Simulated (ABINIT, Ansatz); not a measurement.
**Tellurium (P3_121, 3 atoms a cell): changed settings of a GW run in ABINIT**

Aim: change inputs of a GW run on Tellurium (P3_121, 3 atoms a cell) and see what moves.

Program: ABINIT 10.8.3. Level of theory: PBE and many-body steps on it, plane waves. Results are calculated unless marked as measured.

The database entry behind the starting cell differs from later determinations by our own check (inner coordinate of an old entry), so it need not match the best structure at ambient conditions.

## (1) Set-up

Symmetry: P3_121, No. 152, trigonal system. Conventional cell: a = 4.454 Å, b = 4.454 Å, c = 5.924 Å, α = 90.00°, β = 90.00°, γ = 120.00°. Te has 2 Te at 2.86 Å nearest.

Coordinates:

```cif
data_structure
_symmetry_space_group_name_H-M 'P 1'
_symmetry_Int_Tables_number 1
_cell_length_a 4.4540
_cell_length_b 4.4540
_cell_length_c 5.9240
_cell_angle_alpha 90.000
_cell_angle_beta 90.000
_cell_angle_gamma 120.000
_cell_volume 101.78
loop_
_atom_site_label
_atom_site_type_symbol
_atom_site_fract_x
_atom_site_fract_y
_atom_site_fract_z
_atom_site_occupancy
Te1 Te 0.26900 0.00000 0.33333 1
Te2 Te 0.00000 0.26900 0.66667 1
Te3 Te 0.73100 0.73100 0.00000 1
```

The cell and positions come from the Crystallography Open Database and are kept as given unless a step says otherwise. Spin-orbit coupling is left out unless a step names it.

## (2) Screening, 3×3×2 mesh, 197 bands, screening to 176.9 eV

This step: ABINIT 10.8.3; RPA screening on PBE, plane waves, norm-conserving pseudopotentials.

The RPA dielectric matrix is built and inverted for each q.

Input file run.abi:

```
acell 3*1.0 Angstrom
rprim 
  4.454000000025 -0.000000000006 0.000000000000
  -2.227000000008 3.857277148481 0.000000000000
  0.000000000000 0.000000000000 5.924000000000
ntypat 1
znucl 52
natom 3
typat 1 1 1
xred 
  0.269000000000 0.000000000000 0.333333333333
  0.000000000000 0.269000000000 0.666666666667
  0.731000000000 0.731000000000 -0.000000000000
pp_dirpath "pseudos"
pseudos "Te.upf"
ecut 39
ngkpt 3 3 2
nshiftk 1
shiftk 0 0 0
kptopt 1
chksymbreak 0
istwfk *1
occopt 1
irdwfk 1
optdriver 3
nband 197
ecuteps 6.5
inclvkb 2
awtr 1
symchi 1
indata_prefix "in"
outdata_prefix "out"
tmpdata_prefix "tmp"
```

Command:

```console
$ OMP_NUM_THREADS=1 mpirun -n 4 abinit run.abi > log
```

The log of the run:

```text
.Version 10.8.3 of ABINIT. v10.8.2 released Aug 2026.

 Symmetries : space group P3_1 2 1 (#152); Bravais hP (primitive hexag.)
[... echo of the input left out ...]
== DATASET  1 ==================================================================
-   mpi_nproc: 4, omp_nthreads: 1 (-1 if OMP is not activated)

--- !DatasetInfo
iteration_state: {dtset: 1, }
dimensions: {natom: 3, nkpt: 6, mband: 197, nsppol: 1, nspinor: 1, nspden: 1, mpw: 8029, }
cutoff_energies: {ecut:  39.0, pawecutdg:  -1.0, }
electrons: {nelect:   7.20000000E+01, charge:   0.00000000E+00, occopt:   1.00000000E+00, tsmear:   1.00000000E-02, }

 SCREENING: Calculation of the susceptibility and dielectric matrices

 Based on a program developped by R.W. Godby, V. Olevano, G. Onida, and L. Reining.
 Incorporated in ABINIT by V. Olevano, G.-M. Rignanese, and M. Torrent.
.Using double precision arithmetic ; gwpc =  8

[... cell and pseudopotentials left out ...]
--------------------------------------------------------------------------------

 ==== K-mesh for the wavefunctions ====
 Number of points in the irreducible wedge :     6
[... list of points left out ...]
 Together with  6 symmetry operations and time-reversal symmetry
 yields    18 points in the full Brillouin Zone.

 ==== Q-mesh for the screening function ====
 Number of points in the irreducible wedge :     6
[... list of points left out ...]
 Together with  6 symmetry operations and time-reversal symmetry
 yields    18 points in the full Brillouin Zone.

 setmesh: FFT mesh size selected  =    30x   30x   45
          total number of points  =        40500

 vcoul_init : cutoff-mode = AUXILIARY_FUNCTION
 q-points for optical limit:   1
     1)      0.000010    0.000020    0.000030

- screening: taking advantage of time-reversal symmetry
- Maximum band index for partially occupied states nbvw = 36
- Remaining bands to be divided among processors   nbcw = 161
- Number of bands treated by each node ~40

 Number of electrons calculated from density =   72.0000; Expected =   72.0000
 average of density, n =  0.104831
 r_s =    1.3157
 omega_plasma =   31.2321 [eV]

 calculating chi0 at frequencies [eV] :
  1    0.000000E+00    0.000000E+00
  2    0.000000E+00    3.123205E+01

--------------------------------------------------------------------------------
  q-point number  1        q = ( 0.000000, 0.000000, 0.000000) [r.l.u.]
--------------------------------------------------------------------------------
[... chi0 elements left out ...]
 For q-point:  0.000010 0.000020 0.000030
  dielectric constant =   1.32857E+03
  dielectric constant without local fields =   1.64459E+03

  Average fulfillment of the sum rule on Im[epsilon] for q-point    1 :     64.10  [%]
[... wings left out ...]
  q-point number  2        q = ( 0.333333, 0.000000, 0.000000) [r.l.u.]
--------------------------------------------------------------------------------
[... chi0 elements left out ...]
  Average fulfillment of the sum rule on Im[epsilon] for q-point    2 :     69.20  [%]

 [... 4 further q-points ...]
```

Run time: 2.2 min. Hardware: 4 MPI ranks of Intel Xeon Platinum 8488C (Sapphire Rapids), shared host; peak memory 1.8 GiB; 9 min of CPU time.

Numbers from this step:

```
ε∞ with local fields, on this mesh, along the program's q direction : 1329
the same without local fields                                       : 1645
plasma frequency                                                    : 31.23 eV
plane waves in the screening matrix                                 : 529
```

Local fields lower ε∞ by 19 %. The value itself is an artefact of the mesh, where one narrow direct gap carries too much weight.

## (3) Base

The self-energy is evaluated for the states that the input lists, and the levels follow from it, in one-shot runs by the linearised quasiparticle equation.

This step: G0W0 on PBE, plane waves, norm-conserving pseudopotentials.

run.abi: that of step 2 with these lines changed.

```diff
@@ -24,8 +24,17 @@
 irdwfk 1
-optdriver 3
+optdriver 4
 nband 197
+gwcalctyp 0
+ecutsigx 39
+symsigma 1
+nkptgw 2
+kptgw 
+  0.3333333333 0.3333333333 0.5000000000
+  0.0000000000 0.0000000000 0.0000000000
+bdgw 
+  35 39
+  34 38
 ecuteps 6.5
-inclvkb 2
-awtr 1
-symchi 1
+irdscr 1
+ppmodel 1
 indata_prefix "in"
```

The log of the run:

```text
.Version 10.8.3 of ABINIT. v10.8.2 released Aug 2026.

 Symmetries : space group P3_1 2 1 (#152); Bravais hP (primitive hexag.)
[... echo of the input left out ...]
== DATASET  1 ==================================================================
-   mpi_nproc: 4, omp_nthreads: 1 (-1 if OMP is not activated)

--- !DatasetInfo
iteration_state: {dtset: 1, }
dimensions: {natom: 3, nkpt: 6, mband: 197, nsppol: 1, nspinor: 1, nspden: 1, mpw: 8029, }
cutoff_energies: {ecut:  39.0, pawecutdg:  -1.0, }
electrons: {nelect:   7.20000000E+01, charge:   0.00000000E+00, occopt:   1.00000000E+00, tsmear:   1.00000000E-02, }

 SIGMA: Calculation of the GW corrections

 Based on a program developped by R.W. Godby, V. Olevano, G. Onida, and L. Reining.
 Incorporated in ABINIT by V. Olevano, G.-M. Rignanese, and M. Torrent.
.Using double precision arithmetic ; gwpc =  8

[... cell and pseudopotentials left out ...]
--------------------------------------------------------------------------------

 ==== K-mesh for the wavefunctions ====
 Number of points in the irreducible wedge :     6
[... list of points left out ...]
 Together with  6 symmetry operations and time-reversal symmetry
 yields    18 points in the full Brillouin Zone.

 ==== Q-mesh for screening function ====
 Number of points in the irreducible wedge :     6
[... list of points left out ...]
 Together with  6 symmetry operations and time-reversal symmetry
 yields    18 points in the full Brillouin Zone.

 vcoul_init : cutoff-mode = AUXILIARY_FUNCTION
 q-points for optical limit:   1
     1)      0.000010    0.000020    0.000030
 setmesh: FFT mesh size selected  =    45x   45x   72
          total number of points  =       145800

 Number of electrons calculated from density =   72.0000; Expected =   72.0000
 average of density, n =  0.104831
 r_s =    1.3157
 omega_plasma =   31.2321 [eV]

 === KS Band Gaps ===
  >>>> For spin  1
   Minimum direct gap =   0.1887 [eV], located at k-point      :   0.3333  0.3333  0.5000
   Fundamental gap    =   0.1887 [eV], Top of valence bands at :   0.3333  0.3333  0.5000
                                       Bottom of conduction at :   0.3333  0.3333  0.5000
 SIGMA fundamental parameters:
 PLASMON POLE MODEL  1
 number of plane-waves for SigmaX                 8029
 number of plane-waves for SigmaC and W            529
 number of plane-waves for wavefunctions          8029
 number of bands                                   197
 number of independent spin polarizations            1
 number of spinorial components                      1
 number of k-points in IBZ                           6
 number of q-points in IBZ                           6
 number of symmetry operations                       6
 number of k-points in BZ                           18
 number of q-points in BZ                           18
 number of frequencies for dSigma/dE                 9
 frequency step for dSigma/dE [eV]                0.25
 number of omega for Sigma on real axis              0
 max omega for Sigma on real axis  [eV]           0.00
 zcut for avoiding poles [eV]                     0.10

 EPSILON^-1 parameters (SCR file):
 dimension of the eps^-1 matrix on file            529
 dimension of the eps^-1 matrix used               529
 number of plane-waves for wavefunctions          8029
 number of bands                                   197
 number of q-points in IBZ                           6
 number of frequencies                               2
 number of real frequencies                          1
 number of imag frequencies                          1

 matrix elements of self-energy operator (all in [eV])

 Perturbative Calculation

--- !SelfEnergy_ee
iteration_state: {dtset: 1, }
kpoint     : [   0.333,    0.333,    0.500, ]
spin       : 1
KS_gap     :    0.189
QP_gap     :    0.439
Delta_QP_KS:    0.250
data: !SigmaeeData |
     Band     E0 <VxcDFT>   SigX SigC(E0)      Z dSigC/dE  Sig(E)    E-E0       E
       35   6.838 -13.348 -14.415   0.886   0.791  -0.265 -13.491  -0.143   6.695
       36   6.838 -13.348 -14.415   0.886   0.791  -0.265 -13.491  -0.143   6.695
       37   7.027 -12.763  -9.319  -3.308   0.793  -0.261 -12.656   0.107   7.134
       38   8.172 -12.773  -9.110  -3.524   0.792  -0.263 -12.662   0.110   8.283
       39   8.172 -12.773  -9.110  -3.524   0.792  -0.263 -12.662   0.110   8.283

--- !SelfEnergy_ee
iteration_state: {dtset: 1, }
kpoint     : [   0.000,    0.000,    0.000, ]
spin       : 1
KS_gap     :    1.864
QP_gap     :    2.246
Delta_QP_KS:    0.381
data: !SigmaeeData |
     Band     E0 <VxcDFT>   SigX SigC(E0)      Z dSigC/dE  Sig(E)    E-E0       E
       34   5.166 -12.255 -14.260   1.656   0.784  -0.276 -12.529  -0.274   4.892
       35   5.166 -12.255 -14.260   1.656   0.784  -0.276 -12.529  -0.274   4.892
       36   5.992 -12.551 -14.380   1.502   0.786  -0.272 -12.808  -0.257   5.735
       37   7.856 -13.090  -9.507  -3.425   0.788  -0.269 -12.965   0.124   7.980
       38   7.856 -13.090  -9.507  -3.425   0.788  -0.269 -12.965   0.124   7.980

== END DATASET(S) ==============================================================
================================================================================

 -outvars: echo values of variables after computation  --------
           etotal      0.0000000000E+00
            nband         197
             nkpt           6
          spgroup         152
 [... the other variables as echoed above ...]

 Calculation completed.
```

It took 41 s on 4 MPI ranks; peak memory 1.7 GiB; 2.7 min of CPU time.

This step gave:

- G0W0 gap on the points computed: 0.4390 eV
- starting gap on the mesh: 0.1888 eV
- k of the valence top: 0.3333, 0.3333, 0.5
- k of the conduction bottom: 0.3333, 0.3333, 0.5
- Z at the valence top: 0.791
- Z at the conduction bottom: 0.793
- least direct G0W0 gap on the computed points: 0.4390 eV

The gap on the mesh goes from 0.19 eV to 0.44 eV, a correction of +0.25 eV.

## (4) Scissors in G

run.abi: that of step 3 with these lines changed.

```diff
@@ -39,2 +39,3 @@
 ppmodel 1
+mbpt_sciss 1.0 eV
 indata_prefix "in"
```

The log of the run:

```text
.Version 10.8.3 of ABINIT. v10.8.2 released Aug 2026.

 Symmetries : space group P3_1 2 1 (#152); Bravais hP (primitive hexag.)
[... echo of the input left out ...]
== DATASET  1 ==================================================================
-   mpi_nproc: 4, omp_nthreads: 1 (-1 if OMP is not activated)

--- !DatasetInfo
iteration_state: {dtset: 1, }
dimensions: {natom: 3, nkpt: 6, mband: 197, nsppol: 1, nspinor: 1, nspden: 1, mpw: 8029, }
cutoff_energies: {ecut:  39.0, pawecutdg:  -1.0, }
electrons: {nelect:   7.20000000E+01, charge:   0.00000000E+00, occopt:   1.00000000E+00, tsmear:   1.00000000E-02, }

 SIGMA: Calculation of the GW corrections

 Based on a program developped by R.W. Godby, V. Olevano, G. Onida, and L. Reining.
 Incorporated in ABINIT by V. Olevano, G.-M. Rignanese, and M. Torrent.
.Using double precision arithmetic ; gwpc =  8

[... cell and pseudopotentials left out ...]
--------------------------------------------------------------------------------

 ==== K-mesh for the wavefunctions ====
 Number of points in the irreducible wedge :     6
[... list of points left out ...]
 Together with  6 symmetry operations and time-reversal symmetry
 yields    18 points in the full Brillouin Zone.

 ==== Q-mesh for screening function ====
 Number of points in the irreducible wedge :     6
[... list of points left out ...]
 Together with  6 symmetry operations and time-reversal symmetry
 yields    18 points in the full Brillouin Zone.

 vcoul_init : cutoff-mode = AUXILIARY_FUNCTION
 q-points for optical limit:   1
     1)      0.000010    0.000020    0.000030
 setmesh: FFT mesh size selected  =    45x   45x   72
          total number of points  =       145800

 Number of electrons calculated from density =   72.0000; Expected =   72.0000
[...]
max omega for Sigma on real axis  [eV]           0.00
 zcut for avoiding poles [eV]                     0.10
 scissor energy [eV]                              1.00

 EPSILON^-1 parameters (SCR file):
 dimension of the eps^-1 matrix on file            529
 dimension of the eps^-1 matrix used               529
 number of plane-waves for wavefunctions          8029
 number of bands                                   197
 number of q-points in IBZ                           6
 number of frequencies                               2
 number of real frequencies                          1
 number of imag frequencies                          1

 matrix elements of self-energy operator (all in [eV])

 Perturbative Calculation

--- !SelfEnergy_ee
iteration_state: {dtset: 1, }
kpoint     : [   0.333,    0.333,    0.500, ]
spin       : 1
KS_gap     :    0.189
QP_gap     :    0.525
Delta_QP_KS:    0.336
data: !SigmaeeData |
     Band     E0 <VxcDFT>   SigX SigC(E0)      Z dSigC/dE  Sig(E)    E-E0       E
       35   6.838 -13.348 -14.415   0.972   0.794  -0.259 -13.423  -0.075   6.763
       36   6.838 -13.348 -14.415   0.972   0.794  -0.259 -13.423  -0.075   6.763
       37   7.027 -12.763  -9.319  -3.372   0.796  -0.256 -12.502   0.261   7.288
[...]
--- !SelfEnergy_ee
iteration_state: {dtset: 1, }
kpoint     : [   0.000,    0.000,    0.000, ]
spin       : 1
KS_gap     :    1.864
QP_gap     :    2.347
Delta_QP_KS:    0.483
data: !SigmaeeData |
     Band     E0 <VxcDFT>   SigX SigC(E0)      Z dSigC/dE  Sig(E)    E-E0       E
[...]
37   7.856 -13.090  -9.507  -3.488   0.791  -0.264 -12.806   0.283   8.139
       38   7.856 -13.090  -9.507  -3.488   0.791  -0.264 -12.806   0.283   8.139

== END DATASET(S) ==============================================================
================================================================================

 -outvars: echo values of variables after computation  --------
           etotal      0.0000000000E+00
            nband         197
             nkpt           6
          spgroup         152
 [... the other variables as echoed above ...]

 Calculation completed.
```

Elapsed: 43 s, on 4 MPI ranks; peak memory 1.7 GiB; 2.8 min of CPU time.

This step gave:

```
G0W0 gap on the points computed              : 0.5250 eV
starting gap on the mesh                     : 0.1888 eV
k of the valence top                         : 0.3333, 0.3333, 0.5
k of the conduction bottom                   : 0.3333, 0.3333, 0.5
Z at the valence top                         : 0.794
Z at the conduction bottom                   : 0.796
least direct G0W0 gap on the computed points : 0.5250 eV
```

(Part 1 of 2 ends here.)

[Paths, hosts, dates, memory and timing lines, banners, echoed tables and standing remarks are left out of the program output.]

[Logs are printed without paths, hosts, clocks, repeated set-up lines and the standing remarks that a program may print on its own settings, such as how far it seeks lower states.]

[Runs of the session that timed out or met a known fault of the program may be left out.]

[Hosts, paths, dates, database ids (printed as entryN), source tags and the programs' standing remarks are cut or masked in the printed files.]

[G0W0 gaps are taken among the corrected bands and points alone; a level outside them can change the order at an edge.]

[Where Ansatz stands beside ABINIT at settings called matched, ABINIT's density can come from a denser mesh and the files from another edition; pairs whose starting gaps differed by over 0.03 eV were left out, so agreement reads better than it is.]
